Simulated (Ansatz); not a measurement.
# InGe2 (built on the sites of a database entry of ScSi2): following an unstable mode, part 2 of 3

Wanted: the energy along a soft mode of InGe2 (built on the sites of a database entry of ScSi2) and the structure at the end.

Ansatz 0.2.0; DFT PBE, scalar-relativistic, plane waves, norm-conserving pseudopotentials.

So far. Step 4 (The mode frozen in, largest atomic shift 0.22 Å): The run ends at a pressure of -0.53 GPa, with forces up to 0.034 eV/Å. Step 5 (Energy along the mode, all amplitudes (two of the runs …): The lowest of the steps tried is at 0.22 Å, 6.08 meV/atom below the parent; the bottom of the well need not coincide with a step.

The structure was built from a prototype and need not be the compound's stable phase.

### Step 6. Relaxing from the distorted cell

Starting from the lowest point found, all atoms and the cell are let go, so that strain and other modes of the same symmetry can join in.

File input.yaml:

```yaml
crystal:
  lattice:
    - [4.4813099044, 3.7191e-06, 0.0]
    - [-2.240658173, 3.8809263599, 0.0]
    - [0.0, 0.0, 4.1789659809]
  atoms:
    - { symbol: In, position: [0.0, 0.0, 0.0] }
    - { symbol: Ge, position: [0.3333333333, 0.6666666667, 0.4473553982] }
    - { symbol: Ge, position: [0.6666666667, 0.3333333333, 0.5526446018] }
kpoints:
  mp_grid: { grid: [12, 12, 12] }
hamiltonian:
  xc: pbe
  pseudopotentials: { kind: nc }
scf:
  occupations: { method: methfessel_paxton, width: 0.2 }
output:
  forces: true
  stress: true
  eigenvalues: true
relax:
  adjacent_minimum: "off"
  f_tol: 0.002
  max_steps: 120
  cell: { stress_tol: 0.03 }
```

Launch:

```console
ansatz run input.yaml --threads 8 --pin off --max-ram 14336MiB --backend cpu --events-out ev --progress --plain --runs-dir out
```

Numbers of over 12 decimals in the logs are rounded to 6 here.

Log:

```text
[...]
Crystal: 3 atoms, lattice volume = 72.679 Å³
Basis set: ecut = 1061.244064 eV, 5705 PW (Γ), exchange–correlation on 96×96×90 points (8 copies of the dense FFT grid, shifted against one another)
Bands: 25, of which v1, the nominal top of the filled ones, is band 21 counted from 1 (20 counted from 0)
Symmetry: 12 space group operations
[...]
k-points: 193 of 1728
[...]
SCF iter   1: F=—  HF=-6668.082594 eV  |F-HF|=—  |Δ(HF+E_count)|=         —  Δρ=1.87e-2  dr2=2.11e-1  ethr=3.10e-3  ⟨swp⟩=5.7  Hψ=19686  notcnv=0
[...]
SCF iter   8: F=-6668.011733 eV  HF=-6668.011733 eV  |F-HF|=5.08e-9  |Δ(HF+E_count)|=   1.73e-8  S|Δr|=    0.00e0  Δρ=3.70e-6  dr2=1.87e-8  ethr=2.44e-10  ⟨swp⟩=10.8  Hψ=29903  notcnv=0
SCF 1 converged in 8 iterations: F = -6668.011733 eV  dr2 = 1.87e-8
relax step   1: F+E_penalty+E_count = -6668.01173310 eV  Δ(F+E_penalty+E_count) = +0.000e0 eV  max|allowed force component| = 3.428e-2 eV/Å  Δτ_max = 0.0000 Å  P = -0.534 GPa  Ω = 72.679 Å³  (8 SCF iters, dr2 threshold 1.00e-7 eV, accepted)
Crystal: 3 atoms, lattice volume = 72.053 Å³
Basis set: ecut = 1061.244064 eV, 5669 PW (Γ), exchange–correlation on 96×96×90 points (8 copies of the dense FFT grid, shifted against one another)
[...]
iter 1 solved again at ethr=5.38e-7 eV; its pass at ethr=3.10e-3 eV (dr2=2.20e-4 eV) is discarded
[...]
SCF iter   4: F=-6668.018016 eV  HF=-6668.018016 eV  |F-HF|=1.78e-8  |Δ(HF+E_count)|=   5.62e-7  S|Δr|=    0.00e0  Δρ=1.98e-5  dr2=2.64e-7  ethr=7.32e-10  ⟨swp⟩=8.8  Hψ=34083  notcnv=0
SCF 2 converged in 4 iterations: F = -6668.018016 eV  dr2 = 2.64e-7
relax step   2: F+E_penalty+E_count = -6668.01801587 eV  Δ(F+E_penalty+E_count) = -6.283e-3 eV  max|allowed force component| = 4.600e-2 eV/Å  Δτ_max = 0.0130 Å  P = +0.034 GPa  Ω = 72.053 Å³  energy of the carried Pulay correction = +9.170e-5 eV  (4 SCF iters, dr2 threshold 3.00e-7 eV, accepted)
Crystal: 3 atoms, lattice volume = 71.707 Å³
[...]
SCF iter   6: F=-6668.038181 eV  HF=-6668.038181 eV  |F-HF|=9.59e-9  |Δ(HF+E_count)|=   3.96e-8  S|Δr|=    0.00e0  Δρ=5.78e-6  dr2=4.66e-8  ethr=7.32e-10  ⟨swp⟩=9.4  Hψ=28505  notcnv=0
SCF 3 converged in 6 iterations: F = -6668.038181 eV  dr2 = 4.66e-8
relax step   3: F+E_penalty+E_count = -6668.03818121 eV  Δ(F+E_penalty+E_count) = -2.017e-2 eV  max|allowed force component| = 1.292e-1 eV/Å  Δτ_max = 0.0610 Å  P = +0.391 GPa  Ω = 71.707 Å³  energy of the carried Pulay correction = +1.426e-4 eV  (6 SCF iters, dr2 threshold 3.00e-7 eV, accepted)
[... from here on, the SCF cycles and remarks between the steps are left out ...]
relax step   4: F+E_penalty+E_count = -6668.18926262 eV  Δ(F+E_penalty+E_count) = -1.511e-1 eV  max|allowed force component| = 2.663e-1 eV/Å  Δτ_max = 0.1213 Å  P = -0.788 GPa  Ω = 71.098 Å³  energy of the carried Pulay correction = +2.331e-4 eV  (7 SCF iters, dr2 threshold 3.00e-7 eV, accepted)
relax step   5: F+E_penalty+E_count = -6668.26669476 eV  Δ(F+E_penalty+E_count) = -7.743e-2 eV  max|allowed force component| = 2.749e-1 eV/Å  Δτ_max = 0.0955 Å  P = -2.024 GPa  Ω = 69.453 Å³  energy of the carried Pulay correction = +4.811e-4 eV  (5 SCF iters, dr2 threshold 3.00e-7 eV, accepted)
relax step   6: F+E_penalty+E_count = -6668.28226249 eV  Δ(F+E_penalty+E_count) = -1.557e-2 eV  max|allowed force component| = 2.199e-2 eV/Å  Δτ_max = 0.0299 Å  P = -0.491 GPa  Ω = 68.825 Å³  energy of the carried Pulay correction = +5.772e-4 eV  (5 SCF iters, dr2 threshold 3.00e-7 eV, accepted)
relax step   7: F+E_penalty+E_count = -6668.28539865 eV  Δ(F+E_penalty+E_count) = -3.136e-3 eV  max|allowed force component| = 1.819e-2 eV/Å  Δτ_max = 0.0018 Å  P = -0.443 GPa  Ω = 68.631 Å³  energy of the carried Pulay correction = +6.072e-4 eV  (4 SCF iters, dr2 threshold 3.00e-7 eV, accepted)
relax step   8: F+E_penalty+E_count = -6668.28709982 eV  Δ(F+E_penalty+E_count) = -1.701e-3 eV  max|allowed force component| = 5.081e-3 eV/Å  Δτ_max = 0.0005 Å  P = +0.083 GPa  Ω = 67.924 Å³  energy of the carried Pulay correction = +7.168e-4 eV  (4 SCF iters, dr2 threshold 3.00e-7 eV, accepted)
relax step   9: F+E_penalty+E_count = -6668.28715113 eV  Δ(F+E_penalty+E_count) = -5.131e-5 eV  max|allowed force component| = 4.715e-5 eV/Å  Δτ_max = 0.0011 Å  P = -0.005 GPa  Ω = 68.055 Å³  energy of the carried Pulay correction = +6.964e-4 eV  (4 SCF iters, dr2 threshold 4.40e-8 eV, accepted)
relax step  10: F+E_penalty+E_count = -6668.32792677 eV  Δ(F+E_penalty+E_count) = -4.078e-2 eV  max|allowed force component| = 1.845e-4 eV/Å  Δτ_max = 0.0000 Å  P = +1.387 GPa  Ω = 68.055 Å³  stress off target by 3.83e0 GPa  SCF on the basis re-selected at this cell (its energy is not comparable with the rows above)  (7 SCF iters)
relax step  11: F+E_penalty+E_count = -6668.35491682 eV  Δ(F+E_penalty+E_count) = -2.699e-2 eV  max|allowed force component| = 4.892e-3 eV/Å  Δτ_max = 0.0100 Å  P = +1.010 GPa  Ω = 68.836 Å³  energy of the carried Pulay correction = -1.194e-4 eV  (5 SCF iters, dr2 threshold 3.00e-7 eV, accepted)
relax step  12: F+E_penalty+E_count = -6668.38759044 eV  Δ(F+E_penalty+E_count) = -3.267e-2 eV  max|allowed force component| = 3.361e-2 eV/Å  Δτ_max = 0.0236 Å  P = +0.156 GPa  Ω = 70.518 Å³  energy of the carried Pulay correction = -3.716e-4 eV  (6 SCF iters, dr2 threshold 3.00e-7 eV, accepted)
relax step  13: F+E_penalty+E_count = -6668.38912371 eV  Δ(F+E_penalty+E_count) = -1.533e-3 eV  max|allowed force component| = 2.338e-2 eV/Å  Δτ_max = 0.0017 Å  P = -0.060 GPa  Ω = 70.734 Å³  energy of the carried Pulay correction = -4.019e-4 eV  (4 SCF iters, dr2 threshold 3.00e-7 eV, accepted)
relax step  14: F+E_penalty+E_count = -6668.38940257 eV  Δ(F+E_penalty+E_count) = -2.789e-4 eV  max|allowed force component| = 7.523e-3 eV/Å  Δτ_max = 0.0047 Å  P = -0.020 GPa  Ω = 70.596 Å³  energy of the carried Pulay correction = -3.815e-4 eV  (4 SCF iters, dr2 threshold 1.22e-7 eV, accepted)
relax step  15: F+E_penalty+E_count = -6668.38941199 eV  Δ(F+E_penalty+E_count) = -9.416e-6 eV  max|allowed force component| = 4.780e-4 eV/Å  Δτ_max = 0.0009 Å  P = +0.005 GPa  Ω = 70.587 Å³  energy of the carried Pulay correction = -3.802e-4 eV  (4 SCF iters, dr2 threshold 3.54e-9 eV, accepted)
relax step  16: F+E_penalty+E_count = -6668.39650013 eV  Δ(F+E_penalty+E_count) = -7.088e-3 eV  max|allowed force component| = 3.715e-4 eV/Å  Δτ_max = 0.0000 Å  P = +0.330 GPa  Ω = 70.587 Å³  stress off target by 8.25e-1 GPa  SCF on the basis re-selected at this cell (its energy is not comparable with the rows above)  (6 SCF iters)
relax step  17: F+E_penalty+E_count = -6668.39871348 eV  Δ(F+E_penalty+E_count) = -2.213e-3 eV  max|allowed force component| = 1.775e-3 eV/Å  Δτ_max = 0.0038 Å  P = +0.090 GPa  Ω = 71.075 Å³  energy of the carried Pulay correction = -7.953e-5 eV  (4 SCF iters, dr2 threshold 3.00e-7 eV, accepted)
relax step  18: F+E_penalty+E_count = -6668.39899940 eV  Δ(F+E_penalty+E_count) = -2.859e-4 eV  max|allowed force component| = 9.524e-3 eV/Å  Δτ_max = 0.0009 Å  P = -0.078 GPa  Ω = 71.375 Å³  energy of the carried Pulay correction = -1.345e-4 eV  (4 SCF iters, dr2 threshold 2.17e-7 eV, accepted)
relax step  19: F+E_penalty+E_count = -6668.39905182 eV  Δ(F+E_penalty+E_count) = -5.242e-5 eV  max|allowed force component| = 2.052e-4 eV/Å  Δτ_max = 0.0004 Å  P = +0.014 GPa  Ω = 71.254 Å³  energy of the carried Pulay correction = -1.114e-4 eV  (4 SCF iters, dr2 threshold 1.81e-8 eV, accepted)
relax step  20: F+E_penalty+E_count = -6668.39924136 eV  Δ(F+E_penalty+E_count) = -1.895e-4 eV  max|allowed force component| = 2.107e-4 eV/Å  Δτ_max = 0.0000 Å  P = +0.021 GPa  Ω = 71.254 Å³  stress off target by 3.16e-2 GPa  SCF on the basis re-selected at this cell (its energy is not comparable with the rows above)  (5 SCF iters)
relax step  21: F+E_penalty+E_count = -6668.39923900 eV  Δ(F+E_penalty+E_count) = +2.358e-6 eV  max|allowed force component| = 3.378e-5 eV/Å  Δτ_max = 0.0002 Å  P = +0.000 GPa  Ω = 71.293 Å³  energy of the carried Pulay correction = -5.908e-6 eV  (4 SCF iters, dr2 threshold 2.49e-9 eV, accepted)
[...]
SCF iter   1: F=—  HF=-6668.399413 eV  |F-HF|=—  |Δ(HF+E_count)|=         —  Δρ=1.56e-6  dr2=3.30e-10  ethr=9.41e-8  ⟨swp⟩=5.8  Hψ=44225  notcnv=0
eigensolver tolerance schedule: the retry pair's looser diagonalisation over-reported the residual by 116915.84 of it (diagonalisation noise at an unbounded share of the residual, at the tolerance the schedule requests for it); recorded, not acted on — ethr = c·dr2/N_el stays at c = 1.0e-1
[...]
SCF iter   2: F=—  HF=-6668.399245 eV  |F-HF|=—  |Δ(HF+E_count)|=   1.68e-4  S|Δr|=    0.00e0  Δρ=9.57e-7  dr2=2.54e-10  ethr=1.00e-12  ⟨swp⟩=6.2  Hψ=19908  notcnv=0
[...]
SCF iter   5: F=-6668.399245 eV  HF=-6668.399245 eV  |F-HF|=1.82e-12  |Δ(HF+E_count)|=  4.55e-12  S|Δr|=    0.00e0  Δρ=4.41e-8  dr2=1.80e-12  ethr=1.00e-12  ⟨swp⟩=11.3  Hψ=32010  notcnv=0
SCF 22 converged in 5 iterations: F = -6668.399245 eV  dr2 = 1.80e-12
relax step  22: F+E_penalty+E_count = -6668.39924523 eV  Δ(F+E_penalty+E_count) = -6.234e-6 eV  max|allowed force component| = 3.404e-5 eV/Å  Δτ_max = 0.0000 Å  P = +0.001 GPa  Ω = 71.293 Å³  stress off target by 9.46e-4 GPa  SCF on the basis re-selected at this cell (its energy is not comparable with the rows above)  (5 SCF iters)
[...]
SCF converged after 5 iterations
[...]
Free energy (F): -6668.399245 eV
[...]
Internal energy: -6668.400117 eV  (E = F + TS)
E sigma→0 (E₀):  -6668.399463 eV
Entropy (-TS):   0.000871 eV (0.290 meV/atom)
Fermi energy:    9.749479 eV
[...]
--- Forces (eV/Å), atoms counted from 1 ---
  atom   1  In    -0.00000000    -0.00000000     0.00000000
  atom   2  Ge     0.00000000    -0.00000000     0.00003404
  atom   3  Ge    -0.00000000     0.00000000    -0.00003404
  max |Σ_I F_I| component: 4.63e-18 eV/Å
--- Stress (GPa, compression-positive) ---
        0.000319       0.000000       0.000000
        0.000000       0.000319       0.000000
        0.000000       0.000000       0.000946
  P = ⅓ Tr σ = 0.0005 GPa (0.005 kbar)
--- Band table (eV; the first three rows and the last of 193) ---
  k-point 0: bands = [... 17 lower, 4.8612, 9.6245, 9.6245, 10.7850, 11.9664, 11.9664, 13.9495, 16.9867]
  k-point 1: bands = [... 17 lower, 5.4932, 9.6255, 9.6255, 10.7982, 12.0098, 12.0098, 13.9129, 16.7659]
  k-point 2: bands = [... 17 lower, 6.3702, 9.6283, 9.6283, 10.8321, 12.1374, 12.1374, 13.7997, 16.2588]
  k-point 192: bands = [... 17 lower, 5.4846, 5.5682, 6.7286, 6.7286, 14.9129, 15.1513, 15.1513, 15.5912]
--- Relaxed structure (18 steps of the walk, 18 accepted, 4 SCFs on fresh bases) ---
  F+E_penalty+E_count = -6668.39924523 eV   max|allowed force component| = 3.404e-5 eV/Å   (the final SCF, on the basis selected at the relaxed cell)
  cell:  # Å, volume = 71.2930 Å³
    - [4.004810, 3.323627984511941e-6, 0]
    - [-2.002408, 3.468265, 1.7509074507365474e-17]
    - [0, 1.8853692360670778e-17, 5.132775]
  atoms:
    - { symbol: In, position: [0, 0, 2.9403504784827336e-19] }
    - { symbol: Ge, position: [0.333333, 0.666667, 0.394545] }
    - { symbol: Ge, position: [0.666667, 0.333333, 0.605455] }
```

Elapsed: 2.3 min, on 8 threads of Arm Neoverse V2, shared host; peak memory 1.3 GiB.

Step by step:

| step | energy less that of the first step (eV) | largest force component (eV/Å) | pressure (GPa) | volume (Å³) |
| --- | --- | --- | --- | --- |
| 1 | 0.0000 | 0.0343 | -0.53 | 72.68 |
| 2 | -0.0063 | 0.0460 | 0.03 | 72.05 |
| 3 | -0.0264 | 0.1292 | 0.39 | 71.71 |
| 4 | -0.1775 | 0.2663 | -0.79 | 71.10 |
| 5 | -0.2550 | 0.2749 | -2.02 | 69.45 |
| 6 | -0.2705 | 0.0220 | -0.49 | 68.83 |
| 7 | -0.2737 | 0.0182 | -0.44 | 68.63 |
| 8 | -0.2754 | 0.0051 | 0.08 | 67.92 |
| 9 | -0.2754 | 0.0000 | -0.01 | 68.05 |
| 10* | -0.3162 | 0.0002 | 1.39 | 68.05 |
| 11 | -0.3432 | 0.0049 | 1.01 | 68.84 |
| 12 | -0.3759 | 0.0336 | 0.16 | 70.52 |
| 13 | -0.3774 | 0.0234 | -0.06 | 70.73 |
| 14 | -0.3777 | 0.0075 | -0.02 | 70.60 |
| 15 | -0.3777 | 0.0005 | 0.00 | 70.59 |
| 16* | -0.3848 | 0.0004 | 0.33 | 70.59 |
| 17 | -0.3870 | 0.0018 | 0.09 | 71.08 |
| 18 | -0.3873 | 0.0095 | -0.08 | 71.37 |
| 19 | -0.3873 | 0.0002 | 0.01 | 71.25 |
| 20* | -0.3875 | 0.0002 | 0.02 | 71.25 |
| 21 | -0.3875 | 0.0000 | 0.00 | 71.29 |
| 22* | -0.3875 | 0.0000 | 0.00 | 71.29 |

Relaxation steps marked * repeat the geometry before them on a plane-wave basis chosen anew for their cell, so energy and pressure can jump there.

Forces are held to the 12 operations that the run works with; a distortion that breaks them can't arise in this run.

| cell as run | before | after | change |
| --- | --- | --- | --- |
| a (Å) | 4.481 | 4.005 | -10.6 % |
| b (Å) | 4.481 | 4.005 | -10.6 % |
| c (Å) | 4.179 | 5.133 | +22.8 % |
| volume (Å³/atom) | 24.23 | 23.76 | -1.9 % |

The atoms that moved most (Å, as changes of fractional coordinates times the final cell):

| atom | dx | dy | dz | length |
| --- | --- | --- | --- | --- |
| Ge2 | 0.000 | 0.000 | -0.271 | 0.271 |
| Ge3 | 0.000 | 0.000 | 0.271 | 0.271 |

The relaxed structure:

```
In Ge
1.0
     4.00481    0.00000    0.00000
    -2.00241    3.46827    0.00000
     0.00000    0.00000    5.13278
In Ge
1 2
Direct
  0.00000 0.00000 0.00000
  0.33333 0.66667 0.39454
  0.66667 0.33333 0.60546
```

Numbers from this step:

| Item | Value |
| --- | --- |
| pressure | 5.28e-4 GPa |
| volume per atom | 23.76 Å³ |

The distorted start has space group P-3m1; the relaxation ends in P-3m1.

### Step 7. The new phase in its own primitive cell

The relaxed structure is symmetrised, reduced to its primitive cell and relaxed tightly, as its phonons need.

input.yaml, the sections that differ from step 6:

```yaml
crystal:
  lattice:
    - [4.0048097967, 0.0, 0.0]
    - [-2.0024048983, 3.4682670212, 0.0]
    - [0.0, 0.0, 5.1327753193]
  atoms:
    - { symbol: In, position: [0.0, 0.0, 0.0] }
    - { symbol: Ge, position: [0.3333333333, 0.6666666667, 0.3945449319] }
    - { symbol: Ge, position: [0.6666666667, 0.3333333333, 0.6054550681] }
kpoints:
  mp_grid: { grid: [12, 12, 8] }
relax:
  adjacent_minimum: "off"
  f_tol: 0.001
  max_steps: 60
  cell: { stress_tol: 0.01 }
# hamiltonian, scf, output: as in step 6
```

Log:

```text
[...]
Crystal: 3 atoms, lattice volume = 71.293 Å³
Basis set: ecut = 1061.244064 eV, 5631 PW (Γ), exchange–correlation on 90×90×120 points (8 copies of the dense FFT grid, shifted against one another)
Bands: 25, of which v1, the nominal top of the filled ones, is band 21 counted from 1 (20 counted from 0)
Symmetry: 12 space group operations
[...]
k-points: 131 of 1152
[...]
--- Relaxed structure (3 steps of the walk, 3 accepted, 1 SCFs on fresh bases) ---
[...]
cell:  # Å, volume = 71.4088 Å³
    - [4.007940, -2.8890238792351347e-11, 4.3245237880460903e-19]
    - [-2.003970, 3.470978, -3.243392841036822e-19]
    - [5.542537622003268e-19, -1.599992794075209e-19, 5.133087]
  atoms:
    - { symbol: In, position: [0, 0, 0] }
    - { symbol: Ge, position: [0.333333, 0.666667, 0.395023] }
    - { symbol: Ge, position: [0.666667, 0.333333, 0.604977] }
[key lines of the parts left out:]
SCF converged after 6 iterations
Free energy (F): -6668.396386 eV
Fermi energy:    9.724226 eV
P = ⅓ Tr σ = 0.0012 GPa (0.012 kbar)
```

It took 18 s on 8 threads; peak memory 1 GiB.

Little changed from the start: no atom moved by 0.005 Å and no cell edge by 0.1 %.

This step gave:

| Item | Value |
| --- | --- |
| pressure | 0.001164 GPa |
| volume per atom | 23.80 Å³ |

The largest force component left is 0.38 meV/Å and the pressure is 0.001 GPa, within the tolerances set. The cell now holds 23.80 Å³/atom.

(Part 2 of 3 ends here.)

[Logs are printed without paths, hosts, clocks, repeated set-up lines and the standing remarks that a program may print on its own settings, such as how far it seeks lower states.]

[Hosts, paths, dates, database ids (printed as entryN), source tags and the programs' standing remarks are cut or masked in the printed files.]
